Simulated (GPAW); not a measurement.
# Work function of 1T-TiO2 monolayer at several levels

Wanted: work functions and dipole of 1T-TiO2 monolayer, with the cost of each level. Where a layer proves gapped, the work function hangs on where the smearing puts the Fermi level, and the band edges take its place.

Method: GPAW, PAW setups; layer in a repeated cell with vacuum, relaxation of atoms and in-plane cell, in the first sound run; inputs show where later runs differ, in GPAW 26.7.0.

Report form: the programs' logs are mostly left out.

## Step 1: Starting point

The cell holds 3 atoms: 2 O and 1 Ti. Its edges and angles: a = 2.990 Å, b = 2.990 Å, c = 16.461 Å, α = 90.0°, β = 90.0°, γ = 120.0°. Vacuum lies along c.

Coordinates:

```cif
data_structure
_symmetry_space_group_name_H-M 'P 1'
_symmetry_Int_Tables_number 1
_cell_length_a 2.9900
_cell_length_b 2.9900
_cell_length_c 16.4612
_cell_angle_alpha 90.000
_cell_angle_beta 90.000
_cell_angle_gamma 120.000
_cell_volume 127.45
loop_
_atom_site_label
_atom_site_type_symbol
_atom_site_fract_x
_atom_site_fract_y
_atom_site_fract_z
_atom_site_occupancy
O1 O 0.66667 0.33333 0.42524 1
Ti2 Ti 0.00000 0.00000 0.50000 1
O3 O 0.33333 0.66667 0.57476 1
```

## Step 2: Relaxation

Forces are removed first; all later runs use this geometry.

Contents of run.py:

```python
import json
import numpy as np
from ase import Atoms
from ase.filters import FrechetCellFilter
from ase.optimize import BFGS
from gpaw import GPAW, PW

slab = Atoms(
    ['O', 'Ti', 'O'],
    positions=[
        [1.49500, 0.86314, 7.00000],
        [0.00000, 0.00000, 8.23060],
        [-0.00000, 1.72628, 9.46119]],
    cell=[[2.99, 0.0, 0.0], [-1.495, 2.58942, 0.0], [0.0, 0.0, 16.4612]],
    pbc=[True, True, True])

slab.calc = GPAW(mode=PW(600), xc='PBE', kpts={'size': (12, 12, 1), 'gamma': True},
                 occupations={'name': 'fermi-dirac', 'width': 0.05}, nbands='160%',
                 convergence={'density': 1e-05}, maxiter=200,
                 symmetry={'tolerance': 1e-3}, txt='slab.txt')
result = {}
# The in-plane cell is free; stress needs a cell that repeats along all three vectors
path = []
opt = BFGS(FrechetCellFilter(slab, mask=[1, 1, 0, 0, 0, 1]), maxstep=0.2)
opt.attach(lambda: path.append((slab.get_potential_energy(), slab.positions.tolist(), slab.get_forces().tolist())))
result['relaxed'] = bool(opt.run(fmax=0.02, steps=45))
result['path'] = path
result['cell'] = slab.cell.tolist()
print('in-plane lattice', slab.cell.cellpar().round(4)[[0, 1, 5]])
energy = slab.get_potential_energy()
fermi = slab.calc.get_fermi_level()
v = slab.calc.get_electrostatic_potential().mean((0, 1)) - fermi
n = slab.calc.get_pseudo_density().mean((0, 1))
L = slab.cell[2, 2]
z = np.arange(len(v)) * L / len(v)
low, high = slab.positions[:, 2].min(), slab.positions[:, 2].max()
below, above = np.interp([low - 4.8, high + 4.8], z, v)
slopes = [np.interp(x, z, np.gradient(v, z)) for x in (low - 4.8, high + 4.8)]
eps = np.array([[slab.calc.get_eigenvalues(k, s) for k in range(len(slab.calc.get_ibz_k_points()))]
                for s in range(slab.calc.get_number_of_spins())]) - fermi
top, bottom = eps[eps < 0].max(), eps[eps > 0].min()
dipole = slab.get_dipole_moment()[2]
print(f'energy {energy:.4f} eV, Fermi level {fermi:.4f} eV, dipole {dipole:.5f} e A')
print(f'potential 4.8 A off the faces, from the Fermi level: lower {below:.4f} eV, upper {above:.4f} eV')
print(f'slope of the potential there: lower {slopes[0]:.5f}, upper {slopes[1]:.5f} eV/A')
print(f'nearest levels on the mesh: {top:.4f} and {bottom:.4f} eV')
print('magnetic moment', round(slab.get_magnetic_moment(), 3))
result.update(energy=energy, fermi=fermi, dipole=dipole, below=below, above=above, slopes=slopes, edges=[top, bottom],
              z=z.tolist(), v=v.tolist(), n=n.tolist(), positions=slab.positions.tolist(),
              forces=slab.get_forces(apply_constraint=False).tolist(), moments=slab.get_magnetic_moments().tolist())
json.dump(result, open('result.json', 'w'))
```

Started as:

```
$ OMP_NUM_THREADS=1 OPENBLAS_NUM_THREADS=1 python run.py
```

Elapsed: 3.7 min, on 1 thread of Arm Neoverse V2, shared host; peak memory 0.31 GiB.

This step gave:

| Item | Value |
| --- | --- |
| dipole along the normal | -5.44e-5 e·Å |
| levels nearest the Fermi level on the mesh | -1.483, 1.345 eV from the Fermi level |

Electrostatic potential energy of an electron (without an applied field's), less the Fermi level, planar mean against z:

| z (Å) | electrostatic potential energy of an electron (without an applied field's), less the Fermi level, planar mean (eV) |
| --- | --- |
| 0.0 | 6.94 |
| 0.5 | 6.94 |
| 1.0 | 6.94 |
| 1.5 | 6.94 |
| 2.0 | 6.94 |
| 2.5 | 6.94 |
| 3.0 | 6.94 |
| 3.5 | 6.94 |
| 4.0 | 6.94 |
| 4.5 | 6.94 |
| 5.0 | 6.93 |
| 5.5 | 6.89 |
| 6.0 | 6.66 |
| 6.5 | 5.12 |
| 7.0 | -4.60 |
| 7.5 | -10.7 |
| 8.0 | -16.9 |
| 8.5 | -16.1 |
| 9.0 | -11.1 |
| 9.5 | -3.23 |
| 10.0 | 5.36 |
| 10.5 | 6.69 |
| 11.0 | 6.90 |
| 11.5 | 6.93 |
| 12.0 | 6.94 |
| 12.5 | 6.94 |
| 13.0 | 6.94 |
| 13.5 | 6.94 |
| 14.0 | 6.94 |
| 14.5 | 6.94 |
| 15.0 | 6.94 |
| 15.5 | 6.94 |
| 16.0 | 6.94 |

The pseudo valence density, planar mean by z:

| z (Å) | pseudo valence density, planar mean (e/Å³) |
| --- | --- |
| 4.5 | 9.7e-5 |
| 5.0 | 5.6e-4 |
| 5.5 | 0.00335 |
| 6.0 | 0.0212 |
| 6.5 | 0.148 |
| 7.0 | 0.750 |
| 7.5 | 0.939 |
| 8.0 | 1.37 |
| 8.5 | 1.29 |
| 9.0 | 0.957 |
| 9.5 | 0.689 |
| 10.0 | 0.131 |
| 10.5 | 0.0189 |
| 11.0 | 0.00293 |
| 11.5 | 4.8e-4 |
| 12.0 | 8.3e-5 |

The relaxation lowered the energy of the cell by 1.15 eV (energies extrapolated to zero smearing; the optimiser's log prints free energies). The largest force left on a free atom is 0.0039 eV/Å.

## Step 3: The slab's potential

The work function is the vacuum plateau of the electrostatic potential less the Fermi level; a dipole layer lets the two faces have plateaus of their own.

This step: GPAW, PAW setups; slab in vacuum (GPAW 26.7.0).

The cell differs from the one that the last finished run ended in (c 16.461 → 15.967 Å).

Changes to run.py since step 2:

```diff
@@ -3,4 +3,2 @@
 from ase import Atoms
-from ase.filters import FrechetCellFilter
-from ase.optimize import BFGS
 from gpaw import GPAW, PW
@@ -10,21 +8,14 @@
     positions=[
-        [1.49500, 0.86314, 7.00000],
-        [0.00000, 0.00000, 8.23060],
-        [-0.00000, 1.72628, 9.46119]],
-    cell=[[2.99, 0.0, 0.0], [-1.495, 2.58942, 0.0], [0.0, 0.0, 16.4612]],
-    pbc=[True, True, True])
+        [1.47888, 0.85383, 7.00000],
+        [0.00000, 0.00000, 7.98329],
+        [0.00000, 1.70767, 8.96657]],
+    cell=[[2.95776, 0.0, 0.0], [-1.47888, 2.5615, 0.0], [0.0, 0.0, 15.9666]],
+    pbc=[True, True, False])
 
-slab.calc = GPAW(mode=PW(600), xc='PBE', kpts={'size': (12, 12, 1), 'gamma': True},
+slab.calc = GPAW(mode=PW(500), xc='PBE', kpts={'size': (12, 12, 1), 'gamma': True},
                  occupations={'name': 'fermi-dirac', 'width': 0.05}, nbands='160%',
                  convergence={'density': 1e-05}, maxiter=200,
+                 poissonsolver={'dipolelayer': 'xy'},
                  symmetry={'tolerance': 1e-3}, txt='slab.txt')
 result = {}
-# The in-plane cell is free; stress needs a cell that repeats along all three vectors
-path = []
-opt = BFGS(FrechetCellFilter(slab, mask=[1, 1, 0, 0, 0, 1]), maxstep=0.2)
-opt.attach(lambda: path.append((slab.get_potential_energy(), slab.positions.tolist(), slab.get_forces().tolist())))
-result['relaxed'] = bool(opt.run(fmax=0.02, steps=45))
-result['path'] = path
-result['cell'] = slab.cell.tolist()
-print('in-plane lattice', slab.cell.cellpar().round(4)[[0, 1, 5]])
 energy = slab.get_potential_energy()
```

The job ended after 18 s (1 thread; peak memory 0.18 GiB).

Numbers from this step:

```
dipole along the normal                    : -2.32e-4 e·Å
levels nearest the Fermi level on the mesh : -1.111, 1.717 eV from the Fermi level
upper work function                        : 7.317 eV
lower work function                        : 7.311 eV
upper ionisation energy                    : 8.428 eV
```

Electrostatic potential energy of an electron (without an applied field's), less the Fermi level, planar mean against z:

| z (Å) | electrostatic potential energy of an electron (without an applied field's), less the Fermi level, planar mean (eV) |
| --- | --- |
| 0.0 | 7.31 |
| 0.5 | 7.31 |
| 1.0 | 7.31 |
| 1.5 | 7.31 |
| 2.0 | 7.31 |
| 2.5 | 7.31 |
| 3.0 | 7.31 |
| 3.5 | 7.31 |
| 4.0 | 7.31 |
| 4.5 | 7.31 |
| 5.0 | 7.29 |
| 5.5 | 7.19 |
| 6.0 | 6.60 |
| 6.5 | 2.59 |
| 7.0 | -11.3 |
| 7.5 | -11.2 |
| 8.0 | -19.4 |
| 8.5 | -10.8 |
| 9.0 | -10.8 |
| 9.5 | 3.21 |
| 10.0 | 6.69 |
| 10.5 | 7.21 |
| 11.0 | 7.30 |
| 11.5 | 7.31 |
| 12.0 | 7.31 |
| 12.5 | 7.32 |
| 13.0 | 7.32 |
| 13.5 | 7.32 |
| 14.0 | 7.32 |
| 14.5 | 7.32 |
| 15.0 | 7.32 |
| 15.5 | 7.32 |

The pseudo valence density, planar mean oscillates, so the rows of the table below give means over windows of 1 Å about each position, cut where the curve ends. Its maxima inside the range that stand out by 2 % of the span (Å: e/Å³): 7.0: 1.02, 8.0: 1.65, 8.9: 1.02. Its minima: 7.4: 0.910, 8.6: 0.910.

The pseudo valence density, planar mean by z; means over each step:

z (Å), pseudo valence density, planar mean (e/Å³) and a bar:
```
        4       0.00 
        5       0.00 
        6       0.10 ##
        7       0.84 ###################
        8       1.31 ##############################
        9       0.82 ###################
       10       0.09 ##
       11       0.00 
       12       0.00
```

The layer is gapped, so the Fermi level lies somewhere inside the gap, set by smearing and numerics, and these work functions are no property of the material; the band edges below the vacuum level are. The potential is flat to 0.002 eV/Å where it is read, so the vacuum is wide enough.

## Step 4: Self-consistent run: xc = "LDA"

The same geometry under LDA, to see how far the functional moves the levels against the vacuum.

Changes to run.py since step 3:

```diff
@@ -14,3 +14,3 @@
 
-slab.calc = GPAW(mode=PW(500), xc='PBE', kpts={'size': (12, 12, 1), 'gamma': True},
+slab.calc = GPAW(mode=PW(500), xc='LDA', kpts={'size': (12, 12, 1), 'gamma': True},
                  occupations={'name': 'fermi-dirac', 'width': 0.05}, nbands='160%',
```

Wall time 16 s (1 thread); peak memory 0.18 GiB.

This step gave:

```yaml
levels_nearest_the_fermi_level_on_the_mesh: -1.110, 1.642 eV from the Fermi level
upper_work_function: 7.658 eV
lower_work_function: 7.652 eV
upper_ionisation_energy: 8.767 eV
```

Electrostatic potential energy of an electron (without an applied field's), less the Fermi level, planar mean against z:

| z (Å) | electrostatic potential energy of an electron (without an applied field's), less the Fermi level, planar mean (eV) |
| --- | --- |
| 0.0 | 7.66 |
| 0.5 | 7.65 |
| 1.0 | 7.65 |
| 1.5 | 7.65 |
| 2.0 | 7.65 |
| 2.5 | 7.65 |
| 3.0 | 7.65 |
| 3.5 | 7.65 |
| 4.0 | 7.65 |
| 4.5 | 7.65 |
| 5.0 | 7.63 |
| 5.5 | 7.54 |
| 6.0 | 6.94 |
| 6.5 | 2.91 |
| 7.0 | -11.0 |
| 7.5 | -10.8 |
| 8.0 | -19.0 |
| 8.5 | -10.4 |
| 9.0 | -10.5 |
| 9.5 | 3.53 |
| 10.0 | 7.03 |
| 10.5 | 7.56 |
| 11.0 | 7.64 |
| 11.5 | 7.65 |
| 12.0 | 7.66 |
| 12.5 | 7.66 |
| 13.0 | 7.66 |
| 13.5 | 7.66 |
| 14.0 | 7.66 |
| 14.5 | 7.66 |
| 15.0 | 7.66 |
| 15.5 | 7.66 |

The pseudo valence density, planar mean oscillates, so the rows of the table below give means over windows of 1 Å about each position, cut where the curve ends. Its maxima inside the range that stand out by 2 % of the span (Å: e/Å³): 7.0: 1.02, 8.0: 1.65, 8.9: 1.02. Its minima: 7.4: 0.911, 8.6: 0.911.

Table of pseudo valence density, planar mean by z; means over each step:

z (Å), pseudo valence density, planar mean (e/Å³) and a bar:
```
        4       0.00 
        5       0.00 
        6       0.10 ##
        7       0.84 ###################
        8       1.31 ##############################
        9       0.82 ###################
       10       0.09 ##
       11       0.00 
       12       0.00
```

Force by atom:

| atom | x (eV/Å) | y (eV/Å) | z (eV/Å) | size |
| --- | --- | --- | --- | --- |
| O1 | 0.000 | 0.000 | 0.783 | 0.783 |
| Ti2 | 0.000 | 0.000 | 0.000 | 0.000 |
| O3 | 0.000 | 0.000 | -0.783 | 0.783 |

The highest filled level lies 1.11 eV under the Fermi level, so the ionisation energy from the upper face is 7.658 + 1.11 = 8.767 eV, against 8.428 eV in the base run.

## Step 5: Self-consistent run: xc = "vdW-DF2"

The same geometry under vdW-DF2, to see how far the functional moves the levels against the vacuum (the van der Waals functionals take revPBE setups).

Changes to run.py since step 4:

```diff
@@ -14,3 +14,3 @@
 
-slab.calc = GPAW(mode=PW(500), xc='LDA', kpts={'size': (12, 12, 1), 'gamma': True},
+slab.calc = GPAW(mode=PW(500), xc='vdW-DF2', kpts={'size': (12, 12, 1), 'gamma': True},
                  occupations={'name': 'fermi-dirac', 'width': 0.05}, nbands='160%',
```

The job ended after 27 s (1 thread; peak memory 0.3 GiB).

This step gave:

* dipole along the normal: -2.31e-4 e·Å
* levels nearest the Fermi level on the mesh: -1.078, 1.692 eV from the Fermi level
* upper work function: 7.876 eV
* lower work function: 7.871 eV
* upper ionisation energy: 8.955 eV

Electrostatic potential energy of an electron (without an applied field's), less the Fermi level, planar mean against z:

| z (Å) | electrostatic potential energy of an electron (without an applied field's), less the Fermi level, planar mean (eV) |
| --- | --- |
| 0.0 | 7.87 |
| 0.5 | 7.87 |
| 1.0 | 7.87 |
| 1.5 | 7.87 |
| 2.0 | 7.87 |
| 2.5 | 7.87 |
| 3.0 | 7.87 |
| 3.5 | 7.87 |
| 4.0 | 7.87 |
| 4.5 | 7.86 |
| 5.0 | 7.84 |
| 5.5 | 7.72 |
| 6.0 | 7.07 |
| 6.5 | 2.96 |
| 7.0 | -11.1 |
| 7.5 | -11.1 |
| 8.0 | -19.4 |
| 8.5 | -10.7 |
| 9.0 | -10.5 |
| 9.5 | 3.59 |
| 10.0 | 7.16 |
| 10.5 | 7.74 |
| 11.0 | 7.85 |
| 11.5 | 7.87 |
| 12.0 | 7.87 |
| 12.5 | 7.87 |
| 13.0 | 7.88 |
| 13.5 | 7.88 |
| 14.0 | 7.88 |
| 14.5 | 7.88 |
| 15.0 | 7.88 |
| 15.5 | 7.88 |

The highest filled level lies 1.08 eV under the Fermi level, so the ionisation energy from the upper face is 7.876 + 1.08 = 8.955 eV, against 8.428 eV in the base run.

## Step 6: OptPBE vdW: xc = "optPBE-vdW"

The same geometry under optPBE-vdW, to see how far the functional moves the levels against the vacuum (the van der Waals functionals take revPBE setups).

Changes to run.py since step 5:

```diff
@@ -14,3 +14,3 @@
 
-slab.calc = GPAW(mode=PW(500), xc='vdW-DF2', kpts={'size': (12, 12, 1), 'gamma': True},
+slab.calc = GPAW(mode=PW(500), xc='optPBE-vdW', kpts={'size': (12, 12, 1), 'gamma': True},
                  occupations={'name': 'fermi-dirac', 'width': 0.05}, nbands='160%',
```

Elapsed: 26 s, on 1 thread; peak memory 0.3 GiB.

Numbers from this step:

```
dipole along the normal                    : -2.32e-4 e·Å
levels nearest the Fermi level on the mesh : -1.077, 1.726 eV from the Fermi level
upper work function                        : 7.617 eV
lower work function                        : 7.612 eV
upper ionisation energy                    : 8.695 eV
```

The highest filled level lies 1.08 eV under the Fermi level, so the ionisation energy from the upper face is 7.617 + 1.08 = 8.695 eV, against 8.428 eV in the base run.

## Step 7: Self-consistent run: xc = "revPBE"

The same geometry under revPBE, to see how far the functional moves the levels against the vacuum.

Changes to run.py since step 6:

```diff
@@ -14,3 +14,3 @@
 
-slab.calc = GPAW(mode=PW(500), xc='optPBE-vdW', kpts={'size': (12, 12, 1), 'gamma': True},
+slab.calc = GPAW(mode=PW(500), xc='revPBE', kpts={'size': (12, 12, 1), 'gamma': True},
                  occupations={'name': 'fermi-dirac', 'width': 0.05}, nbands='160%',
```

Elapsed: 18 s, on 1 thread; peak memory 0.18 GiB.

This step gave:

```
levels nearest the Fermi level on the mesh : -1.078, 1.767 eV from the Fermi level
upper work function                        : 7.218 eV
lower work function                        : 7.213 eV
upper ionisation energy                    : 8.296 eV
```

Table of electrostatic potential energy of an electron (without an applied field's), less the Fermi level, planar mean by z:

| z (Å) | electrostatic potential energy of an electron (without an applied field's), less the Fermi level, planar mean (eV) |
| --- | --- |
| 0.0 | 7.22 |
| 0.5 | 7.21 |
| 1.0 | 7.21 |
| 1.5 | 7.21 |
| 2.0 | 7.21 |
| 2.5 | 7.21 |
| 3.0 | 7.21 |
| 3.5 | 7.21 |
| 4.0 | 7.21 |
| 4.5 | 7.21 |
| 5.0 | 7.19 |
| 5.5 | 7.09 |
| 6.0 | 6.51 |
| 6.5 | 2.52 |
| 7.0 | -11.4 |
| 7.5 | -11.2 |
| 8.0 | -19.4 |
| 8.5 | -10.8 |
| 9.0 | -10.9 |
| 9.5 | 3.14 |
| 10.0 | 6.59 |
| 10.5 | 7.11 |
| 11.0 | 7.20 |
| 11.5 | 7.21 |
| 12.0 | 7.22 |
| 12.5 | 7.22 |
| 13.0 | 7.22 |
| 13.5 | 7.22 |
| 14.0 | 7.22 |
| 14.5 | 7.22 |
| 15.0 | 7.22 |
| 15.5 | 7.22 |

The highest filled level lies 1.08 eV under the Fermi level, so the ionisation energy from the upper face is 7.218 + 1.08 = 8.296 eV, against 8.428 eV in the base run.

## Step 8: Self-consistent run: xc = "RPBE"

The same geometry under RPBE, to see how far the functional moves the levels against the vacuum.

Changes to run.py since step 7:

```diff
@@ -14,3 +14,3 @@
 
-slab.calc = GPAW(mode=PW(500), xc='revPBE', kpts={'size': (12, 12, 1), 'gamma': True},
+slab.calc = GPAW(mode=PW(500), xc='RPBE', kpts={'size': (12, 12, 1), 'gamma': True},
                  occupations={'name': 'fermi-dirac', 'width': 0.05}, nbands='160%',
```

It took 18 s on 1 thread; peak memory 0.18 GiB.

Numbers from this step:

```yaml
levels_nearest_the_fermi_level_on_the_mesh: -1.104, 1.747 eV from the Fermi level
upper_work_function: 7.185 eV
lower_work_function: 7.180 eV
upper_ionisation_energy: 8.290 eV
```

Electrostatic potential energy of an electron (without an applied field's), less the Fermi level, planar mean against z:

| z (Å) | electrostatic potential energy of an electron (without an applied field's), less the Fermi level, planar mean (eV) |
| --- | --- |
| 0.0 | 7.18 |
| 0.5 | 7.18 |
| 1.0 | 7.18 |
| 1.5 | 7.18 |
| 2.0 | 7.18 |
| 2.5 | 7.18 |
| 3.0 | 7.18 |
| 3.5 | 7.18 |
| 4.0 | 7.18 |
| 4.5 | 7.17 |
| 5.0 | 7.16 |
| 5.5 | 7.06 |
| 6.0 | 6.46 |
| 6.5 | 2.47 |
| 7.0 | -11.5 |
| 7.5 | -11.3 |
| 8.0 | -19.5 |
| 8.5 | -10.9 |
| 9.0 | -11.0 |
| 9.5 | 3.08 |
| 10.0 | 6.55 |
| 10.5 | 7.08 |
| 11.0 | 7.16 |
| 11.5 | 7.18 |
| 12.0 | 7.18 |
| 12.5 | 7.18 |
| 13.0 | 7.18 |
| 13.5 | 7.19 |
| 14.0 | 7.19 |
| 14.5 | 7.19 |
| 15.0 | 7.19 |
| 15.5 | 7.19 |

The highest filled level lies 1.10 eV under the Fermi level, so the ionisation energy from the upper face is 7.185 + 1.10 = 8.290 eV, against 8.428 eV in the base run.

## Step 9: Real-space grid: mode = "fd"

A real-space grid is a second complete basis, so it checks the plane-wave result.

Changes to run.py since step 8:

```diff
@@ -3,3 +3,3 @@
 from ase import Atoms
-from gpaw import GPAW, PW
+from gpaw import GPAW
 
@@ -14,3 +14,3 @@
 
-slab.calc = GPAW(mode=PW(500), xc='RPBE', kpts={'size': (12, 12, 1), 'gamma': True},
+slab.calc = GPAW(mode='fd', h=0.18, xc='PBE', kpts={'size': (12, 12, 1), 'gamma': True},
                  occupations={'name': 'fermi-dirac', 'width': 0.05}, nbands='160%',
```

The job ended after 48 s (1 thread; peak memory 0.36 GiB).

This step gave:

| Quantity | Value |
| --- | --- |
| dipole along the normal | -2.35e-4 e·Å |
| levels nearest the Fermi level on the mesh | -1.084, 1.743 eV from the Fermi level |
| upper work function | 7.344 eV |
| lower work function | 7.339 eV |
| upper ionisation energy | 8.428 eV |

The highest filled level lies 1.08 eV under the Fermi level, so the ionisation energy from the upper face is 7.344 + 1.08 = 8.428 eV, against 8.428 eV in the base run.

(Continued in part 2 of 2.)

[Logs are printed without paths, hosts, clocks, repeated set-up lines and the standing remarks that a program may print on its own settings, such as how far it seeks lower states.]

[Hosts, paths, dates, database ids (printed as entryN), source tags and the programs' standing remarks are cut or masked in the printed files.]
